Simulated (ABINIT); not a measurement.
## MoS2 (P6_3/mmc): G0W0 in ABINIT against the screening cutoff in the self-energy

Aim: move the screening cutoff in the self-energy of a G0W0 run on MoS2 (P6_3/mmc) over a wide range.

Calculated with ABINIT 10.8.3; PBE and many-body steps on it, plane waves.

The database entry behind the starting cell differs from later determinations by our own check (about 0.3 % long), so it need not match the best structure at ambient conditions.

### 1. Starting point

It takes space group P6_3/mmc (No. 194, hexagonal). Conventional cell: a = 3.169 Å, b = 3.169 Å, c = 12.324 Å, α = 90.00°, β = 90.00°, γ = 120.00°. Mo has 6 S at 2.41 Å nearest. Nearest to S lie 3 Mo at 2.41 Å. Farther neighbours and most contacts between anions are not listed.

The cell and positions come from the Crystallography Open Database and are kept as given unless a step says otherwise.

### 2. Screening, 6×6×1 mesh, 345 bands, screening to 217.7 eV

This step: ABINIT 10.8.3; RPA screening on PBE, plane waves, norm-conserving pseudopotentials.

The RPA dielectric matrix is built and inverted for each q.

run.abi reads:

```
acell 3*1.0 Angstrom
rprim 
  3.169000000004 -0.000000000001 0.000000000000
  -1.584500000001 2.744434504597 0.000000000000
  0.000000000000 0.000000000000 12.324000000000
ntypat 2
znucl 42 16
natom 6
typat 1 1 2 2 2 2
xred 
  0.333333333333 0.666666666667 0.250000000000
  0.666666666667 0.333333333333 0.750000000000
  0.333333333333 0.666666666667 0.623000000000
  0.666666666667 0.333333333333 0.123000000000
  0.333333333333 0.666666666667 0.877000000000
  0.666666666667 0.333333333333 0.377000000000
pp_dirpath "pseudos"
pseudos "Mo.upf, S.upf"
ecut 36
ngkpt 6 6 1
nshiftk 1
shiftk 0 0 0
kptopt 1
chksymbreak 0
istwfk *1
occopt 1
irdwfk 1
optdriver 3
nband 345
ecuteps 8
inclvkb 2
awtr 1
symchi 1
indata_prefix "in"
outdata_prefix "out"
tmpdata_prefix "tmp"
```

Started as:

```
> OMP_NUM_THREADS=1 mpirun -n 8 abinit run.abi > log
```

Log:

```text
.Version 10.8.3 of ABINIT. v10.8.2 released Aug 2026.

 Symmetries : space group P6_3/m m c (#194); Bravais hP (primitive hexag.)
[... echo of the input left out ...]
== DATASET  1 ==================================================================
-   mpi_nproc: 8, omp_nthreads: 1 (-1 if OMP is not activated)

--- !DatasetInfo
iteration_state: {dtset: 1, }
dimensions: {natom: 6, nkpt: 7, mband: 345, nsppol: 1, nspinor: 1, nspden: 1, mpw: 7481, }
cutoff_energies: {ecut:  36.0, pawecutdg:  -1.0, }
electrons: {nelect:   5.20000000E+01, charge:   0.00000000E+00, occopt:   1.00000000E+00, tsmear:   1.00000000E-02, }

 SCREENING: Calculation of the susceptibility and dielectric matrices

 Based on a program developped by R.W. Godby, V. Olevano, G. Onida, and L. Reining.
 Incorporated in ABINIT by V. Olevano, G.-M. Rignanese, and M. Torrent.
.Using double precision arithmetic ; gwpc =  8

[... cell and pseudopotentials left out ...]
--------------------------------------------------------------------------------

 ==== K-mesh for the wavefunctions ====
 Number of points in the irreducible wedge :     7
[... list of points left out ...]
 Together with 24 symmetry operations and time-reversal symmetry
 yields    36 points in the full Brillouin Zone.

 ==== Q-mesh for the screening function ====
 Number of points in the irreducible wedge :     7
[... list of points left out ...]
 Together with 24 symmetry operations and time-reversal symmetry
 yields    36 points in the full Brillouin Zone.

 setmesh: FFT mesh size selected  =    24x   24x   96
          total number of points  =        55296

 vcoul_init : cutoff-mode = AUXILIARY_FUNCTION
 q-points for optical limit:   1
     1)      0.000010    0.000020    0.000030

- screening: taking advantage of time-reversal symmetry
- Maximum band index for partially occupied states nbvw = 26
- Remaining bands to be divided among processors   nbcw = 319
- Number of bands treated by each node ~39

 Number of electrons calculated from density =   52.0000; Expected =   52.0000
 average of density, n =  0.071892
 r_s =    1.4919
 omega_plasma =   25.8640 [eV]

 calculating chi0 at frequencies [eV] :
  1    0.000000E+00    0.000000E+00
  2    0.000000E+00    2.586399E+01

--------------------------------------------------------------------------------
  q-point number  1        q = ( 0.000000, 0.000000, 0.000000) [r.l.u.]
--------------------------------------------------------------------------------
[... chi0 elements left out ...]
 For q-point:  0.000010 0.000020 0.000030
  dielectric constant =  14.4202
  dielectric constant without local fields =  16.2986

  Average fulfillment of the sum rule on Im[epsilon] for q-point    1 :     87.13  [%]
[... wings left out ...]
  q-point number  2        q = ( 0.166667, 0.000000, 0.000000) [r.l.u.]
--------------------------------------------------------------------------------
[... chi0 elements left out ...]
  Average fulfillment of the sum rule on Im[epsilon] for q-point    2 :     88.28  [%]

 [... 5 further q-points ...]
```

It took 7.2 min on 8 MPI ranks of Arm Neoverse V1, shared host; peak memory 4.8 GiB; 57 min of CPU time.

This step gave:

- ε∞ with local fields, on this mesh, along the program's q direction: 14.42
- the same without local fields: 16.30
- plasma frequency: 25.86 eV
- plane waves in the screening matrix: 773

Local fields lower ε∞ by 12 %. On a Γ-centred mesh this coarse the value itself is usually too large, while a short band sum pulls it down.

### 3. 0.8 Ha

This step: G0W0 on PBE, plane waves, norm-conserving pseudopotentials.

run.abi: that of step 2 with these lines changed.

```diff
@@ -27,8 +27,19 @@
 irdwfk 1
-optdriver 3
+optdriver 4
 nband 345
-ecuteps 8
-inclvkb 2
-awtr 1
-symchi 1
+gwcalctyp 0
+ecutsigx 36
+symsigma 1
+nkptgw 3
+kptgw 
+  0.0000000000 0.0000000000 0.0000000000
+  0.1666666667 0.1666666667 0.0000000000
+  0.3333333333 0.3333333333 0.0000000000
+bdgw 
+  25 28
+  25 28
+  25 28
+ecuteps 0.8
+irdscr 1
+ppmodel 1
 indata_prefix "in"
```

Log:

```text
.Version 10.8.3 of ABINIT. v10.8.2 released Aug 2026.

 Symmetries : space group P6_3/m m c (#194); Bravais hP (primitive hexag.)
[... echo of the input left out ...]
== DATASET  1 ==================================================================
-   mpi_nproc: 8, omp_nthreads: 1 (-1 if OMP is not activated)

--- !DatasetInfo
iteration_state: {dtset: 1, }
dimensions: {natom: 6, nkpt: 7, mband: 345, nsppol: 1, nspinor: 1, nspden: 1, mpw: 7481, }
cutoff_energies: {ecut:  36.0, pawecutdg:  -1.0, }
electrons: {nelect:   5.20000000E+01, charge:   0.00000000E+00, occopt:   1.00000000E+00, tsmear:   1.00000000E-02, }

 SIGMA: Calculation of the GW corrections

 Based on a program developped by R.W. Godby, V. Olevano, G. Onida, and L. Reining.
 Incorporated in ABINIT by V. Olevano, G.-M. Rignanese, and M. Torrent.
.Using double precision arithmetic ; gwpc =  8

[... cell and pseudopotentials left out ...]
--------------------------------------------------------------------------------

 ==== K-mesh for the wavefunctions ====
 Number of points in the irreducible wedge :     7
[... list of points left out ...]
 Together with 24 symmetry operations and time-reversal symmetry
 yields    36 points in the full Brillouin Zone.

 ==== Q-mesh for screening function ====
 Number of points in the irreducible wedge :     7
[... list of points left out ...]
 Together with 24 symmetry operations and time-reversal symmetry
 yields    36 points in the full Brillouin Zone.

 vcoul_init : cutoff-mode = AUXILIARY_FUNCTION
 q-points for optical limit:   1
     1)      0.000010    0.000020    0.000030
 setmesh: FFT mesh size selected  =    32x   32x  128
          total number of points  =       131072

 Number of electrons calculated from density =   52.0000; Expected =   52.0000
 average of density, n =  0.071892
 r_s =    1.4919
 omega_plasma =   25.8640 [eV]

 === KS Band Gaps ===
  >>>> For spin  1
   Minimum direct gap =   1.6539 [eV], located at k-point      :   0.3333  0.3333  0.0000
   Fundamental gap    =   0.8888 [eV], Top of valence bands at :   0.0000  0.0000  0.0000
                                       Bottom of conduction at :   0.1667  0.1667  0.0000
 SIGMA fundamental parameters:
 PLASMON POLE MODEL  1
 number of plane-waves for SigmaX                 7437
 number of plane-waves for SigmaC and W             27
 number of plane-waves for wavefunctions          7437
 number of bands                                   345
 number of independent spin polarizations            1
 number of spinorial components                      1
 number of k-points in IBZ                           7
 number of q-points in IBZ                           7
 number of symmetry operations                      24
 number of k-points in BZ                           36
 number of q-points in BZ                           36
 number of frequencies for dSigma/dE                 9
 frequency step for dSigma/dE [eV]                0.25
 number of omega for Sigma on real axis              0
 max omega for Sigma on real axis  [eV]           0.00
 zcut for avoiding poles [eV]                     0.10

 EPSILON^-1 parameters (SCR file):
 dimension of the eps^-1 matrix on file            773
 dimension of the eps^-1 matrix used                27
 number of plane-waves for wavefunctions          7437
 number of bands                                   345
 number of q-points in IBZ                           7
 number of frequencies                               2
 number of real frequencies                          1
 number of imag frequencies                          1

 matrix elements of self-energy operator (all in [eV])

 Perturbative Calculation

--- !SelfEnergy_ee
iteration_state: {dtset: 1, }
kpoint     : [   0.000,    0.000,    0.000, ]
spin       : 1
KS_gap     :    2.100
QP_gap     :    2.630
Delta_QP_KS:    0.531
data: !SigmaeeData |
     Band     E0 <VxcDFT>   SigX SigC(E0)      Z dSigC/dE  Sig(E)    E-E0       E
       25   7.290 -15.411 -16.658   1.760   0.806  -0.240 -14.997   0.414   7.704
       26   8.434 -16.391 -17.086   1.382   0.811  -0.233 -15.834   0.557   8.991
       27  10.534 -15.683 -11.194  -3.154   0.815  -0.227 -14.595   1.088  11.622
       28  10.534 -15.683 -11.194  -3.154   0.815  -0.227 -14.595   1.088  11.622

--- !SelfEnergy_ee
iteration_state: {dtset: 1, }
kpoint     : [   0.167,    0.167,    0.000, ]
spin       : 1
KS_gap     :    2.343
QP_gap     :    2.635
Delta_QP_KS:    0.291
data: !SigmaeeData |
     Band     E0 <VxcDFT>   SigX SigC(E0)      Z dSigC/dE  Sig(E)    E-E0       E
       25   6.952 -16.023 -17.484   2.133   0.807  -0.240 -15.481   0.542   7.493
       26   6.980 -16.154 -17.551   2.109   0.805  -0.242 -15.581   0.573   7.552
[...]
--- !SelfEnergy_ee
iteration_state: {dtset: 1, }
kpoint     : [   0.333,    0.333,    0.000, ]
spin       : 1
KS_gap     :    1.654
QP_gap     :    2.088
Delta_QP_KS:    0.434
data: !SigmaeeData |
     Band     E0 <VxcDFT>   SigX SigC(E0)      Z dSigC/dE  Sig(E)    E-E0       E
[...]
26   7.832 -16.516 -17.090   1.462   0.811  -0.234 -15.796   0.720   8.552
       27   9.486 -17.609 -13.378  -2.803   0.809  -0.236 -16.454   1.154  10.641
       28   9.486 -17.609 -13.378  -2.803   0.809  -0.236 -16.454   1.154  10.641

== END DATASET(S) ==============================================================
================================================================================

 -outvars: echo values of variables after computation  --------
           etotal      0.0000000000E+00
            nband         345
             nkpt           7
          spgroup         194
 [... the other variables as echoed above ...]

 Calculation completed.
```

Run time: 10 s. Hardware: 8 MPI ranks; peak memory 2.8 GiB; 82 s of CPU time.

Numbers from this step:

```
G0W0 gap on the points computed              : 1.196 eV
starting gap on the mesh                     : 0.8887 eV
k of the valence top                         : 0, 0, 0
k of the conduction bottom                   : 0.1667, 0.1667, 0
Z at the valence top                         : 0.811
Z at the conduction bottom                   : 0.815
least direct G0W0 gap on the computed points : 2.089 eV
```

### 4. 1.6 Ha

run.abi: that of step 3 with these lines changed.

```diff
@@ -41,3 +41,3 @@
   25 28
-ecuteps 0.8
+ecuteps 1.6
 irdscr 1
```

Log:

```text
.Version 10.8.3 of ABINIT. v10.8.2 released Aug 2026.

 Symmetries : space group P6_3/m m c (#194); Bravais hP (primitive hexag.)
[... echo of the input left out ...]
== DATASET  1 ==================================================================
-   mpi_nproc: 8, omp_nthreads: 1 (-1 if OMP is not activated)

--- !DatasetInfo
iteration_state: {dtset: 1, }
dimensions: {natom: 6, nkpt: 7, mband: 345, nsppol: 1, nspinor: 1, nspden: 1, mpw: 7481, }
cutoff_energies: {ecut:  36.0, pawecutdg:  -1.0, }
electrons: {nelect:   5.20000000E+01, charge:   0.00000000E+00, occopt:   1.00000000E+00, tsmear:   1.00000000E-02, }

 SIGMA: Calculation of the GW corrections

 Based on a program developped by R.W. Godby, V. Olevano, G. Onida, and L. Reining.
 Incorporated in ABINIT by V. Olevano, G.-M. Rignanese, and M. Torrent.
.Using double precision arithmetic ; gwpc =  8

[... cell and pseudopotentials left out ...]
--------------------------------------------------------------------------------

 ==== K-mesh for the wavefunctions ====
 Number of points in the irreducible wedge :     7
[... list of points left out ...]
 Together with 24 symmetry operations and time-reversal symmetry
 yields    36 points in the full Brillouin Zone.

 ==== Q-mesh for screening function ====
 Number of points in the irreducible wedge :     7
[... list of points left out ...]
 Together with 24 symmetry operations and time-reversal symmetry
 yields    36 points in the full Brillouin Zone.

 vcoul_init : cutoff-mode = AUXILIARY_FUNCTION
 q-points for optical limit:   1
     1)      0.000010    0.000020    0.000030
 setmesh: FFT mesh size selected  =    32x   32x  128
          total number of points  =       131072

 Number of electrons calculated from density =   52.0000; Expected =   52.0000
[...]
number of plane-waves for wavefunctions          7437
 number of bands                                   345
 number of q-points in IBZ                           7
 number of frequencies                               2
 number of real frequencies                          1
 number of imag frequencies                          1

 matrix elements of self-energy operator (all in [eV])

 Perturbative Calculation

--- !SelfEnergy_ee
iteration_state: {dtset: 1, }
kpoint     : [   0.000,    0.000,    0.000, ]
spin       : 1
KS_gap     :    2.100
QP_gap     :    2.467
Delta_QP_KS:    0.368
data: !SigmaeeData |
     Band     E0 <VxcDFT>   SigX SigC(E0)      Z dSigC/dE  Sig(E)    E-E0       E
       25   7.290 -15.411 -16.658   1.412   0.786  -0.272 -15.281   0.129   7.419
       26   8.434 -16.391 -17.086   1.045   0.787  -0.271 -16.116   0.276   8.710
       27  10.534 -15.683 -11.194  -3.676   0.791  -0.264 -15.039   0.643  11.177
[...]
--- !SelfEnergy_ee
iteration_state: {dtset: 1, }
kpoint     : [   0.167,    0.167,    0.000, ]
spin       : 1
KS_gap     :    2.343
QP_gap     :    2.622
Delta_QP_KS:    0.278
data: !SigmaeeData |
     Band     E0 <VxcDFT>   SigX SigC(E0)      Z dSigC/dE  Sig(E)    E-E0       E
[...]
--- !SelfEnergy_ee
iteration_state: {dtset: 1, }
kpoint     : [   0.333,    0.333,    0.000, ]
spin       : 1
KS_gap     :    1.654
QP_gap     :    2.081
Delta_QP_KS:    0.427
data: !SigmaeeData |
     Band     E0 <VxcDFT>   SigX SigC(E0)      Z dSigC/dE  Sig(E)    E-E0       E
[...]
27   9.486 -17.609 -13.378  -3.300   0.786  -0.272 -16.878   0.731  10.217
       28   9.486 -17.609 -13.378  -3.300   0.786  -0.272 -16.878   0.731  10.217

== END DATASET(S) ==============================================================
================================================================================

 -outvars: echo values of variables after computation  --------
           etotal      0.0000000000E+00
            nband         345
             nkpt           7
          spgroup         194
 [... the other variables as echoed above ...]

 Calculation completed.
```

Elapsed: 9.9 s, on 8 MPI ranks; peak memory 2.2 GiB.

Numbers from this step:

| Item | Value |
| --- | --- |
| G0W0 gap on the points computed | 1.113 eV |
| starting gap on the mesh | 0.8887 eV |
| k of the valence top | 0, 0, 0 |
| k of the conduction bottom | 0.1667, 0.1667, 0 |
| Z at the valence top | 0.787 |
| Z at the conduction bottom | 0.794 |
| least direct G0W0 gap on the computed points | 2.081 eV |

### 5. 2.8 Ha

The self-energy is evaluated for the states that the input lists, and the levels follow from it, in one-shot runs by the linearised quasiparticle equation.

run.abi: that of step 4 with these lines changed.

```diff
@@ -41,3 +41,3 @@
   25 28
-ecuteps 1.6
+ecuteps 2.8
 irdscr 1
```

Log:

```text
.Version 10.8.3 of ABINIT. v10.8.2 released Aug 2026.

 Symmetries : space group P6_3/m m c (#194); Bravais hP (primitive hexag.)
[... echo of the input left out ...]
== DATASET  1 ==================================================================
-   mpi_nproc: 8, omp_nthreads: 1 (-1 if OMP is not activated)

--- !DatasetInfo
iteration_state: {dtset: 1, }
dimensions: {natom: 6, nkpt: 7, mband: 345, nsppol: 1, nspinor: 1, nspden: 1, mpw: 7481, }
cutoff_energies: {ecut:  36.0, pawecutdg:  -1.0, }
[...]
Band     E0 <VxcDFT>   SigX SigC(E0)      Z dSigC/dE  Sig(E)    E-E0       E
[...]
27   9.486 -17.609 -13.378  -3.549   0.779  -0.284 -17.078   0.530  10.017
       28   9.486 -17.609 -13.378  -3.549   0.779  -0.284 -17.078   0.530  10.017

== END DATASET(S) ==============================================================
================================================================================

 -outvars: echo values of variables after computation  --------
           etotal      0.0000000000E+00
            nband         345
             nkpt           7
          spgroup         194
 [... the other variables as echoed above ...]

 Calculation completed.
```

Run time: 17 s. Hardware: 8 MPI ranks; peak memory 2.5 GiB; 2.3 min of CPU time.

Numbers from this step:

```yaml
g0w0_gap_on_the_points_computed: 1.148 eV
starting_gap_on_the_mesh: 0.8887 eV
k_of_the_valence_top: 0, 0, 0
k_of_the_conduction_bottom: 0.1667, 0.1667, 0
least_direct_g0w0_gap_on_the_computed_points: 2.103 eV
```

The gap on the mesh goes from 0.89 eV to 1.15 eV, a correction of +0.26 eV.

(Continued in part 2 of 2.)

[Paths, hosts, dates, memory and timing lines, banners, echoed tables and standing remarks are left out of the program output.]

[Logs are printed without paths, hosts, clocks, repeated set-up lines and the standing remarks that a program may print on its own settings, such as how far it seeks lower states.]

[Runs of the session that timed out or met a known fault of the program may be left out.]

[No measured gap is set beside runs whose start may be inverted or whose files or cutoffs have a known fault.]

[Hosts, paths, dates, database ids (printed as entryN), source tags and the programs' standing remarks are cut or masked in the printed files.]

[G0W0 gaps are taken among the corrected bands and points alone; a level outside them can change the order at an edge.]

[Where Ansatz stands beside ABINIT at settings called matched, ABINIT's density can come from a denser mesh and the files from another edition; pairs whose starting gaps differed by over 0.03 eV were left out, so agreement reads better than it is.]
